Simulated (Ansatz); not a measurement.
## PaIr3 (Pm-3m): phonons at finite temperature

Wanted: self-consistent phonon frequencies, thermal pressure and a stability verdict for PaIr3.

Method: DFT LDA, scalar-relativistic, plane waves, PAW, in Ansatz 0.2.0.

Most raw output is cut from this account.

## 1. The structure

It takes space group Pm-3m (No. 221, cubic). Conventional cell: a = 4.047 Å, b = 4.047 Å, c = 4.047 Å, α = 90.00°, β = 90.00°, γ = 90.00°. Nearest to Pa lie 12 Ir at 2.86 Å. Nearest to Ir lie 4 Pa at 2.86 Å and 8 Ir at 2.86 Å. Farther neighbours are not listed.

Coordinates:

```cif
data_structure
_symmetry_space_group_name_H-M 'Pm-3m'
_symmetry_Int_Tables_number 221
_cell_length_a 4.0470
_cell_length_b 4.0470
_cell_length_c 4.0470
_cell_angle_alpha 90.000
_cell_angle_beta 90.000
_cell_angle_gamma 90.000
_cell_volume 66.28
loop_
_atom_site_label
_atom_site_type_symbol
_atom_site_symmetry_multiplicity
_atom_site_Wyckoff_symbol
_atom_site_fract_x
_atom_site_fract_y
_atom_site_fract_z
_atom_site_occupancy
Pa1 Pa 1 a 0.00000 0.00000 0.00000 1
Ir1 Ir 3 c 0.00000 0.50000 0.50000 1
```

## 2. Probe on a coarse mesh

Before spending time, one coarse run tells the gap and the pressure of the starting cell.

Input file input.yaml:

```yaml
crystal:
  lattice:
    - [4.047, 0.0, 0.0]
    - [0.0, 4.047, 0.0]
    - [0.0, 0.0, 4.047]
  atoms:
    - { symbol: Pa, position: [0.0, 0.0, 0.0] }
    - { symbol: Ir, position: [0.0, 0.5, 0.5] }
    - { symbol: Ir, position: [0.5, 0.0, 0.5] }
    - { symbol: Ir, position: [0.5, 0.5, 0.0] }
kpoints:
  mp_grid: { grid: [4, 4, 4] }
hamiltonian:
  xc: lda
scf:
  occupations: { method: gaussian, width: 0.1 }
output:
  forces: true
  stress: true
  eigenvalues: true
```

Launch:

```
> ansatz run input.yaml --threads 18 --pin off --max-ram 92160MiB --backend cuda --events-out ev --progress --plain --runs-dir out
```

The job ended after 1.4 s (1 × NVIDIA GB200 with 18 threads of Arm Neoverse V2, shared host; peak memory 1.1 GiB; 2.6 s of CPU time).

Numbers from this step:

```yaml
pressure: -6.053 GPa
volume_per_atom: 16.57 Å³/atom
gap_on_the_k_mesh: 0 eV
```

The start is under -6.1 GPa at this level and looks like a metal on this mesh.

## 3. The given cell once more, occupations Gaussian, smearing width 0.1 eV

The cell is kept at the size of the database entry and symmetry fixes every atom, so there is nothing to relax; the run only refines mesh or occupations.

Changes to input.yaml since step 2:

```diff
@@ -11,3 +11,3 @@
 kpoints:
-  mp_grid: { grid: [4, 4, 4] }
+  mp_grid: { grid: [10, 10, 10] }
 hamiltonian:
```

The mesh is denser.

Run time: 1.4 s. Hardware: 1 × NVIDIA GB200 with 18 threads; peak memory 1.1 GiB; 2.6 s of CPU time.

Numbers from this step:

| Property | Result |
| --- | --- |
| pressure | -6.196 GPa |

The static pressure at this volume is -6.2 GPa, so this functional's own equilibrium cell is smaller.

## 4. The given cell once more, occupations Methfessel-Paxton, smearing width 0.2 eV

Changes to input.yaml since step 3:

```diff
@@ -15,3 +15,3 @@
 scf:
-  occupations: { method: gaussian, width: 0.1 }
+  occupations: { method: methfessel_paxton, width: 0.2 }
 output:
```

Elapsed: 1.4 s, on 1 × NVIDIA GB200 with 18 threads; peak memory 1.1 GiB; 2.6 s of CPU time.

This step gave:

```
pressure : -6.224 GPa
```

The static pressure at this volume is -6.2 GPa, so this functional's own equilibrium cell is smaller.

## 5. Self-consistent phonons

Displacements are drawn from a Gaussian whose width depends on temperature, the forces on them update the Gaussian until it is self-consistent, and the free energy's curvature decides stability.

input.yaml, the sections that differ from step 4:

```yaml
kpoints:
  mp_grid: { grid: [8, 8, 8] }
output:
  stress: true
  eigenvalues: true
phonons:
  method: fd
  supercell: [2, 2, 2]
  temperatures: { t_max: 400, t_step: 50 }
  qpath:
    path:
      - [[0.0, 0.0, 0.0], [0.0, 0.5, 0.0], [0.5, 0.5, 0.0], [0.0, 0.0, 0.0], [0.5, 0.5, 0.5], [0.0, 0.5, 0.0]]
      - [[0.5, 0.5, 0.0], [0.5, 0.5, 0.5]]
    npoints: 10
  self_consistent:
    temperatures: [100.0, 300.0, 600.0]
    max_frames: 128
    max_frequency_error: 2.0
  dielectric: false
  interpolated_qmesh: [11, 11, 11]
# crystal, hamiltonian, scf: as in step 4
```

Elapsed: 1.7 min, on 1 × NVIDIA GB200 with 18 threads; peak memory 2.7 GiB; 20 min of CPU time.

This step gave:

```yaml
point_group: m-3m
frames_solved: 32
pressure_of_the_lattice_at_rest: -6.308 GPa
```

100 K; each column in its own order of rank; one wavevector of each set of like ones; translations left out; no LO-TO term. Modes at 100K, by row, the first 40 of 45 rows:

| q1 | q2 | q3 | rank | harmonic (cm⁻¹) | gaussian (cm⁻¹) | gaussian error (cm⁻¹) | hessian (cm⁻¹) | hessian error (cm⁻¹) | path integral (cm⁻¹) | path integral error (cm⁻¹) |
| --- | --- | --- | --- | --- | --- | --- | --- | --- | --- | --- |
| 0 | 0 | 0 | 1 | 127.2 | 127.1 | 0.1 | 126.9 | 0.1 | 126.9 | 0.1 |
| 0 | 0 | 0 | 2 | 127.2 | 127.1 | 0.1 | 126.9 | 0.1 | 126.9 | 0.1 |
| 0 | 0 | 0 | 3 | 127.2 | 127.1 | 0.1 | 126.9 | 0.1 | 126.9 | 0.1 |
| 0 | 0 | 0 | 4 | 149.5 | 149.2 | 0.2 | 149 | 0.2 | 149 | 0.2 |
| 0 | 0 | 0 | 5 | 149.5 | 149.2 | 0.2 | 149 | 0.2 | 149 | 0.2 |
| 0 | 0 | 0 | 6 | 149.5 | 149.2 | 0.2 | 149 | 0.2 | 149 | 0.2 |
| 0 | 0 | 0 | 7 | 166.9 | 168 | 0.1 | 167.6 | 0.1 | 167.7 | 0.2 |
| 0 | 0 | 0 | 8 | 166.9 | 168 | 0.1 | 167.6 | 0.1 | 167.7 | 0.2 |
| 0 | 0 | 0 | 9 | 166.9 | 168 | 0.1 | 167.6 | 0.1 | 167.7 | 0.2 |
| 0 | 0 | 0.5 | 1 | 89.3 | 89.2 | 0.1 | 88.9 | 0.1 | 88.9 | 0.1 |
| 0 | 0 | 0.5 | 2 | 89.3 | 89.2 | 0.1 | 88.9 | 0.1 | 88.9 | 0.1 |
| 0 | 0 | 0.5 | 3 | 98.1 | 98.2 | 0 | 97.9 | 0 | 97.9 | 0 |
| 0 | 0 | 0.5 | 4 | 98.1 | 98.2 | 0 | 97.9 | 0 | 97.9 | 0 |
| 0 | 0 | 0.5 | 5 | 132.2 | 131.8 | 0.2 | 131.6 | 0.2 | 131.5 | 0.2 |
| 0 | 0 | 0.5 | 6 | 133.1 | 133.9 | 0.2 | 133.5 | 0.2 | 133.5 | 0.2 |
| 0 | 0 | 0.5 | 7 | 140.3 | 139.8 | 0.2 | 139.5 | 0.2 | 139.5 | 0.2 |
| 0 | 0 | 0.5 | 8 | 144.1 | 144.8 | 0 | 144.4 | 0 | 144.4 | 0 |
| 0 | 0 | 0.5 | 9 | 144.1 | 144.8 | 0 | 144.4 | 0 | 144.4 | 0 |
| 0 | 0 | 0.5 | 10 | 147.2 | 147.6 | 0 | 147.3 | 0 | 147.3 | 0.1 |
| 0 | 0 | 0.5 | 11 | 147.2 | 147.6 | 0 | 147.3 | 0 | 147.3 | 0.1 |
| 0 | 0 | 0.5 | 12 | 169.5 | 169.3 | 0.1 | 169 | 0.1 | 169 | 0.2 |
| 0 | 0.5 | 0.5 | 1 | 103.8 | 103.4 | 0.1 | 103.2 | 0.1 | 103.2 | 0.1 |
| 0 | 0.5 | 0.5 | 2 | 103.8 | 103.4 | 0.1 | 103.2 | 0.1 | 103.2 | 0.1 |
| 0 | 0.5 | 0.5 | 3 | 111.5 | 111.2 | 0.1 | 110.9 | 0.1 | 110.9 | 0.1 |
| 0 | 0.5 | 0.5 | 4 | 116.7 | 117.1 | 0 | 116.7 | 0.1 | 116.7 | 0.1 |
| 0 | 0.5 | 0.5 | 5 | 116.7 | 117.1 | 0 | 116.7 | 0.1 | 116.7 | 0.1 |
| 0 | 0.5 | 0.5 | 6 | 122.7 | 123.2 | 0.1 | 122.7 | 0.2 | 122.8 | 0.2 |
| 0 | 0.5 | 0.5 | 7 | 124.5 | 124.2 | 0.1 | 124 | 0.1 | 124 | 0.1 |
| 0 | 0.5 | 0.5 | 8 | 125.3 | 125.3 | 0.1 | 125.1 | 0.1 | 125.1 | 0.1 |
| 0 | 0.5 | 0.5 | 9 | 149.2 | 150.2 | 0.1 | 149.7 | 0.1 | 149.8 | 0.2 |
| 0 | 0.5 | 0.5 | 10 | 161.6 | 162.1 | 0.1 | 161.7 | 0.1 | 161.9 | 0.2 |
| 0 | 0.5 | 0.5 | 11 | 169.5 | 169.9 | 0 | 169.6 | 0 | 169.6 | 0.1 |
| 0 | 0.5 | 0.5 | 12 | 169.5 | 169.9 | 0 | 169.6 | 0 | 169.6 | 0.1 |
| 0.5 | 0.5 | 0.5 | 1 | 77.1 | 77.5 | 0.1 | 77.3 | 0.1 | 77.3 | 0.1 |
| 0.5 | 0.5 | 0.5 | 2 | 77.1 | 77.5 | 0.1 | 77.3 | 0.1 | 77.3 | 0.1 |
| 0.5 | 0.5 | 0.5 | 3 | 77.1 | 77.5 | 0.1 | 77.3 | 0.1 | 77.3 | 0.1 |
| 0.5 | 0.5 | 0.5 | 4 | 100.8 | 100.7 | 0.2 | 100.5 | 0.2 | 100.5 | 0.2 |
| 0.5 | 0.5 | 0.5 | 5 | 100.8 | 100.7 | 0.2 | 100.5 | 0.2 | 100.5 | 0.2 |
| 0.5 | 0.5 | 0.5 | 6 | 137.1 | 136.6 | 0.1 | 136.5 | 0.1 | 136.6 | 0.1 |
| 0.5 | 0.5 | 0.5 | 7 | 137.1 | 136.6 | 0.1 | 136.5 | 0.1 | 136.6 | 0.1 |

300 K; each column in its own order of rank; one wavevector of each set of like ones; translations left out; no LO-TO term. Modes at 300K, by row, the first 40 of 45 rows:

| q1 | q2 | q3 | rank | harmonic (cm⁻¹) | gaussian (cm⁻¹) | gaussian error (cm⁻¹) | hessian (cm⁻¹) | hessian error (cm⁻¹) | path integral (cm⁻¹) | path integral error (cm⁻¹) |
| --- | --- | --- | --- | --- | --- | --- | --- | --- | --- | --- |
| 0 | 0 | 0 | 1 | 127.2 | 127 | 0.2 | 126.3 | 0.2 | 126.3 | 0.2 |
| 0 | 0 | 0 | 2 | 127.2 | 127 | 0.2 | 126.3 | 0.2 | 126.3 | 0.2 |
| 0 | 0 | 0 | 3 | 127.2 | 127 | 0.2 | 126.3 | 0.2 | 126.3 | 0.2 |
| 0 | 0 | 0 | 4 | 149.5 | 148.6 | 0.4 | 148 | 0.3 | 147.9 | 0.4 |
| 0 | 0 | 0 | 5 | 149.5 | 148.6 | 0.4 | 148 | 0.3 | 147.9 | 0.4 |
| 0 | 0 | 0 | 6 | 149.5 | 148.6 | 0.4 | 148 | 0.3 | 147.9 | 0.4 |
| 0 | 0 | 0 | 7 | 166.9 | 169.1 | 0.4 | 167.9 | 0.4 | 167.8 | 0.5 |
| 0 | 0 | 0 | 8 | 166.9 | 169.1 | 0.4 | 167.9 | 0.4 | 167.8 | 0.5 |
| 0 | 0 | 0 | 9 | 166.9 | 169.1 | 0.4 | 167.9 | 0.4 | 167.8 | 0.5 |
| 0 | 0 | 0.5 | 1 | 89.3 | 89 | 0.2 | 88.1 | 0.2 | 88.1 | 0.2 |
| 0 | 0 | 0.5 | 2 | 89.3 | 89 | 0.2 | 88.1 | 0.2 | 88.1 | 0.2 |
| 0 | 0 | 0.5 | 3 | 98.1 | 98 | 0.1 | 97.3 | 0.1 | 97.2 | 0.1 |
| 0 | 0 | 0.5 | 4 | 98.1 | 98 | 0.1 | 97.3 | 0.1 | 97.2 | 0.1 |
| 0 | 0 | 0.5 | 5 | 132.2 | 131.3 | 0.4 | 130.5 | 0.4 | 130.4 | 0.4 |
| 0 | 0 | 0.5 | 6 | 133.1 | 134.9 | 0.3 | 133.7 | 0.3 | 133.8 | 0.3 |
| 0 | 0 | 0.5 | 7 | 140.3 | 139.1 | 0.3 | 138.1 | 0.3 | 138.1 | 0.4 |
| 0 | 0 | 0.5 | 8 | 144.1 | 145.8 | 0.2 | 144.6 | 0.2 | 144.5 | 0.2 |
| 0 | 0 | 0.5 | 9 | 144.1 | 145.8 | 0.2 | 144.6 | 0.2 | 144.5 | 0.2 |
| 0 | 0 | 0.5 | 10 | 147.2 | 147.9 | 0.2 | 147 | 0.2 | 147 | 0.2 |
| 0 | 0 | 0.5 | 11 | 147.2 | 147.9 | 0.2 | 147 | 0.2 | 147 | 0.2 |
| 0 | 0 | 0.5 | 12 | 169.5 | 169.3 | 0.3 | 168.3 | 0.3 | 168.4 | 0.3 |
| 0 | 0.5 | 0.5 | 1 | 103.8 | 102.8 | 0.2 | 102.2 | 0.2 | 102.2 | 0.2 |
| 0 | 0.5 | 0.5 | 2 | 103.8 | 102.8 | 0.2 | 102.2 | 0.2 | 102.2 | 0.2 |
| 0 | 0.5 | 0.5 | 3 | 111.5 | 110.8 | 0.2 | 110 | 0.2 | 110.1 | 0.2 |
| 0 | 0.5 | 0.5 | 4 | 116.7 | 117.7 | 0.1 | 116.5 | 0.1 | 116.5 | 0.2 |
| 0 | 0.5 | 0.5 | 5 | 116.7 | 117.7 | 0.1 | 116.5 | 0.1 | 116.5 | 0.2 |
| 0 | 0.5 | 0.5 | 6 | 122.7 | 123.4 | 0.1 | 122.3 | 0.3 | 122.5 | 0.4 |
| 0 | 0.5 | 0.5 | 7 | 124.5 | 123.7 | 0.3 | 123.1 | 0.1 | 123.2 | 0.2 |
| 0 | 0.5 | 0.5 | 8 | 125.3 | 125.4 | 0.2 | 124.7 | 0.2 | 124.7 | 0.2 |
| 0 | 0.5 | 0.5 | 9 | 149.2 | 151.2 | 0.1 | 150 | 0.1 | 150 | 0.2 |
| 0 | 0.5 | 0.5 | 10 | 161.6 | 162.5 | 0.1 | 161.4 | 0.1 | 161.6 | 0.3 |
| 0 | 0.5 | 0.5 | 11 | 169.5 | 170.1 | 0.3 | 169.2 | 0.3 | 169.2 | 0.3 |
| 0 | 0.5 | 0.5 | 12 | 169.5 | 170.1 | 0.3 | 169.2 | 0.3 | 169.2 | 0.3 |
| 0.5 | 0.5 | 0.5 | 1 | 77.1 | 78 | 0.2 | 77.4 | 0.2 | 77.5 | 0.2 |
| 0.5 | 0.5 | 0.5 | 2 | 77.1 | 78 | 0.2 | 77.4 | 0.2 | 77.5 | 0.2 |
| 0.5 | 0.5 | 0.5 | 3 | 77.1 | 78 | 0.2 | 77.4 | 0.2 | 77.5 | 0.2 |
| 0.5 | 0.5 | 0.5 | 4 | 100.8 | 100.6 | 0.3 | 100 | 0.3 | 100 | 0.3 |
| 0.5 | 0.5 | 0.5 | 5 | 100.8 | 100.6 | 0.3 | 100 | 0.3 | 100 | 0.3 |
| 0.5 | 0.5 | 0.5 | 6 | 137.1 | 135.5 | 0.1 | 135.2 | 0.1 | 135.1 | 0.1 |
| 0.5 | 0.5 | 0.5 | 7 | 137.1 | 135.5 | 0.1 | 135.2 | 0.1 | 135.1 | 0.1 |

600 K; each column in its own order of rank; one wavevector of each set of like ones; translations left out; no LO-TO term. Modes at 600K, by row, the first 40 of 45 rows:

| q1 | q2 | q3 | rank | harmonic (cm⁻¹) | gaussian (cm⁻¹) | gaussian error (cm⁻¹) | hessian (cm⁻¹) | hessian error (cm⁻¹) | path integral (cm⁻¹) | path integral error (cm⁻¹) |
| --- | --- | --- | --- | --- | --- | --- | --- | --- | --- | --- |
| 0 | 0 | 0 | 1 | 127.2 | 126.7 | 0.3 | 125.4 | 0.3 | 125.1 | 0.3 |
| 0 | 0 | 0 | 2 | 127.2 | 126.7 | 0.3 | 125.4 | 0.3 | 125.1 | 0.3 |
| 0 | 0 | 0 | 3 | 127.2 | 126.7 | 0.3 | 125.4 | 0.3 | 125.1 | 0.3 |
| 0 | 0 | 0 | 4 | 149.5 | 147.6 | 0.2 | 146.4 | 0.2 | 146.5 | 0.2 |
| 0 | 0 | 0 | 5 | 149.5 | 147.6 | 0.2 | 146.4 | 0.2 | 146.5 | 0.2 |
| 0 | 0 | 0 | 6 | 149.5 | 147.6 | 0.2 | 146.4 | 0.2 | 146.5 | 0.2 |
| 0 | 0 | 0 | 7 | 166.9 | 171 | 0.2 | 168.8 | 0.2 | 168.8 | 0.4 |
| 0 | 0 | 0 | 8 | 166.9 | 171 | 0.2 | 168.8 | 0.2 | 168.8 | 0.4 |
| 0 | 0 | 0 | 9 | 166.9 | 171 | 0.2 | 168.8 | 0.2 | 168.8 | 0.4 |
| 0 | 0 | 0.5 | 1 | 89.3 | 88.5 | 0.2 | 86.8 | 0.2 | 86.6 | 0.2 |
| 0 | 0 | 0.5 | 2 | 89.3 | 88.5 | 0.2 | 86.8 | 0.2 | 86.6 | 0.2 |
| 0 | 0 | 0.5 | 3 | 98.1 | 98.3 | 0.2 | 96.9 | 0.2 | 96.8 | 0.2 |
| 0 | 0 | 0.5 | 4 | 98.1 | 98.3 | 0.2 | 96.9 | 0.2 | 96.8 | 0.2 |
| 0 | 0 | 0.5 | 5 | 132.2 | 131.4 | 0.3 | 129.7 | 0.3 | 129.9 | 0.3 |
| 0 | 0 | 0.5 | 6 | 133.1 | 136.6 | 0.3 | 134.4 | 0.4 | 134.7 | 0.4 |
| 0 | 0 | 0.5 | 7 | 140.3 | 138.8 | 0.3 | 136.8 | 0.4 | 136.7 | 0.3 |
| 0 | 0 | 0.5 | 8 | 144.1 | 147.5 | 0.3 | 145.2 | 0.4 | 145.2 | 0.3 |
| 0 | 0 | 0.5 | 9 | 144.1 | 147.5 | 0.3 | 145.2 | 0.4 | 145.2 | 0.3 |
| 0 | 0 | 0.5 | 10 | 147.2 | 149.1 | 0.3 | 147.2 | 0.3 | 147.4 | 0.2 |
| 0 | 0 | 0.5 | 11 | 147.2 | 149.1 | 0.3 | 147.2 | 0.3 | 147.4 | 0.2 |
| 0 | 0 | 0.5 | 12 | 169.5 | 169.4 | 0.8 | 167.6 | 0.8 | 167.6 | 0.6 |
| 0 | 0.5 | 0.5 | 1 | 103.8 | 102.3 | 0.2 | 101.1 | 0.2 | 101 | 0.2 |
| 0 | 0.5 | 0.5 | 2 | 103.8 | 102.3 | 0.2 | 101.1 | 0.2 | 101 | 0.2 |
| 0 | 0.5 | 0.5 | 3 | 111.5 | 110.4 | 0.2 | 108.8 | 0.3 | 108.8 | 0.3 |
| 0 | 0.5 | 0.5 | 4 | 116.7 | 118.6 | 0.2 | 116.3 | 0.2 | 116.2 | 0.2 |
| 0 | 0.5 | 0.5 | 5 | 116.7 | 118.6 | 0.2 | 116.3 | 0.2 | 116.2 | 0.2 |
| 0 | 0.5 | 0.5 | 6 | 122.7 | 122.3 | 0.2 | 121.6 | 0.2 | 121.6 | 0.2 |
| 0 | 0.5 | 0.5 | 7 | 124.5 | 125 | 0.5 | 122.4 | 0.3 | 122.3 | 0.4 |
| 0 | 0.5 | 0.5 | 8 | 125.3 | 125.1 | 0.2 | 123.6 | 0.5 | 123.8 | 0.5 |
| 0 | 0.5 | 0.5 | 9 | 149.2 | 152.8 | 0.3 | 150.4 | 0.3 | 150.4 | 0.3 |
| 0 | 0.5 | 0.5 | 10 | 161.6 | 163.5 | 0.2 | 161.2 | 0.4 | 161.3 | 0.4 |
| 0 | 0.5 | 0.5 | 11 | 169.5 | 171 | 0.3 | 169.2 | 0.3 | 169.3 | 0.3 |
| 0 | 0.5 | 0.5 | 12 | 169.5 | 171 | 0.3 | 169.2 | 0.3 | 169.3 | 0.3 |
| 0.5 | 0.5 | 0.5 | 1 | 77.1 | 79.1 | 0.4 | 77.9 | 0.4 | 78 | 0.4 |
| 0.5 | 0.5 | 0.5 | 2 | 77.1 | 79.1 | 0.4 | 77.9 | 0.4 | 78 | 0.4 |
| 0.5 | 0.5 | 0.5 | 3 | 77.1 | 79.1 | 0.4 | 77.9 | 0.4 | 78 | 0.4 |
| 0.5 | 0.5 | 0.5 | 4 | 100.8 | 101.1 | 0.6 | 99.7 | 0.6 | 99.5 | 0.5 |
| 0.5 | 0.5 | 0.5 | 5 | 100.8 | 101.1 | 0.6 | 99.7 | 0.6 | 99.5 | 0.5 |
| 0.5 | 0.5 | 0.5 | 6 | 137.1 | 134.1 | 0.2 | 133.5 | 0.2 | 133.5 | 0.3 |
| 0.5 | 0.5 | 0.5 | 7 | 137.1 | 134.1 | 0.2 | 133.5 | 0.2 | 133.5 | 0.3 |

By temperature, by row:

| T (K) | verdict | pressure (GPa) | error (GPa) | vibrational free energy (eV/cell) | entropy (J/mol-cell/K) | free energy beyond the Gaussian (eV/cell) | mean-square displacement of the first Pa, sum over three axes, rings (Å²) | rings doubtful |
| --- | --- | --- | --- | --- | --- | --- | --- | --- |
| 100 | stable | -5.582 | 0.02 | 0.07513 | 55.15 | -8.02e-5 | 0.002502 | false |
| 300 | stable | -4.572 | 0.046 | -0.1549 | 152.8 | -6.85e-4 | 0.00629 | false |
| 600 | stable | -2.934 | 0.036 | -0.7466 | 220.4 | -0.00295 | 0.01249 | false |

Lowest frequency on the supercell's wavevectors (translations apart) against temperature:

| temperature (K) | harmonic (cm⁻¹) | gaussian (cm⁻¹) | hessian (cm⁻¹) | path integral (cm⁻¹) |
| --- | --- | --- | --- | --- |
| 100 | 77.1 | 77.5 | 77.3 | 77.3 |
| 300 | 77.1 | 78.0 | 77.4 | 77.5 |
| 600 | 77.1 | 79.1 | 77.9 | 78.0 |

Free-energy Hessian at 600 K, interpolated by phonopy, no LO-TO term. The phonon branches at the labelled points (cm⁻¹):

| point | branch 1 | branch 2 | branch 3 | branch 4 | branch 9 | branch 10 | branch 11 | branch 12 |
| --- | --- | --- | --- | --- | --- | --- | --- | --- |
| Γ | 0 | 0 | 0 | 125 | 146 | 169 | 169 | 169 |
| halfway | 48 | 48 | 88 | 122 | 140 | 161 | 161 | 169 |
| X | 87 | 87 | 97 | 97 | 145 | 147 | 147 | 168 |
| halfway | 97 | 97 | 101 | 103 | 141 | 155 | 161 | 168 |
| M | 101 | 101 | 109 | 116 | 150 | 161 | 169 | 169 |
| halfway | 67 | 74 | 111 | 121 | 151 | 154 | 161 | 169 |
| Γ | 0 | 0 | 0 | 125 | 146 | 169 | 169 | 169 |
| halfway | 80 | 80 | 113 | 113 | 136 | 161 | 167 | 167 |
| R | 78 | 78 | 78 | 100 | 170 | 170 | 170 | 176 |
| halfway | 89 | 98 | 106 | 107 | 155 | 162 | 165 | 168 |
| X | 87 | 87 | 97 | 97 | 145 | 147 | 147 | 168 |
| jump to M | 101 | 101 | 109 | 116 | 150 | 161 | 169 | 169 |
| halfway | 90 | 90 | 99 | 104 | 163 | 168 | 168 | 170 |
| R | 78 | 78 | 78 | 100 | 170 | 170 | 170 | 176 |

On this path the spectrum ends at 176 cm⁻¹ (at R). No branch goes imaginary on this path.

## 6. Results

```yaml
100_k: stable; softest mode 77.3 cm⁻¹ (harmonic 77.1); pressure -5.58 GPa
300_k: stable; softest mode 77.4 cm⁻¹ (harmonic 77.1); pressure -4.57 GPa
600_k: stable; softest mode 77.9 cm⁻¹ (harmonic 77.1); pressure -2.93 GPa
```

What this shows: At fixed cell PaIr3 is judged stable at 100 K, stable at 300 K and stable at 600 K. The crystal is harmonically stable on these wavevectors; at fixed cell its lowest frequency is 77.1 cm⁻¹ in the harmonic picture and 77.9 cm⁻¹ from the free energy at 600 K. At 600 K the largest relative shift among harmonically stable modes above 20 cm⁻¹ that exceeds three times its error is at q = (0, 0, 0.5): 89.3 cm⁻¹ becomes 86.8 ± 0.2 cm⁻¹, matching modes by rank. The pressure column includes -6.3 GPa of the lattice at rest on the supercell's coarser k-mesh; in the Gaussian the ions' motion adds +3.37 GPa at 600 K, from the supercell's own modes alone. The cell is held fixed, the 32-atom supercell samples only its own wavevectors, and linewidths are not included; the verdicts are statistical. The PAW files were made for PBE and are used here under another functional, for which the program regenerates the frozen cores. The series or run stands on the volume of the database entry, not on this functional's own equilibrium cell.

[Logs are printed without paths, hosts, clocks, repeated set-up lines and the standing remarks that a program may print on its own settings, such as how far it seeks lower states.]

[Hosts, paths, dates, database ids (printed as entryN), source tags and the programs' standing remarks are cut or masked in the printed files.]

[A step with changed settings may run another functional than the one named; its input shows which.]
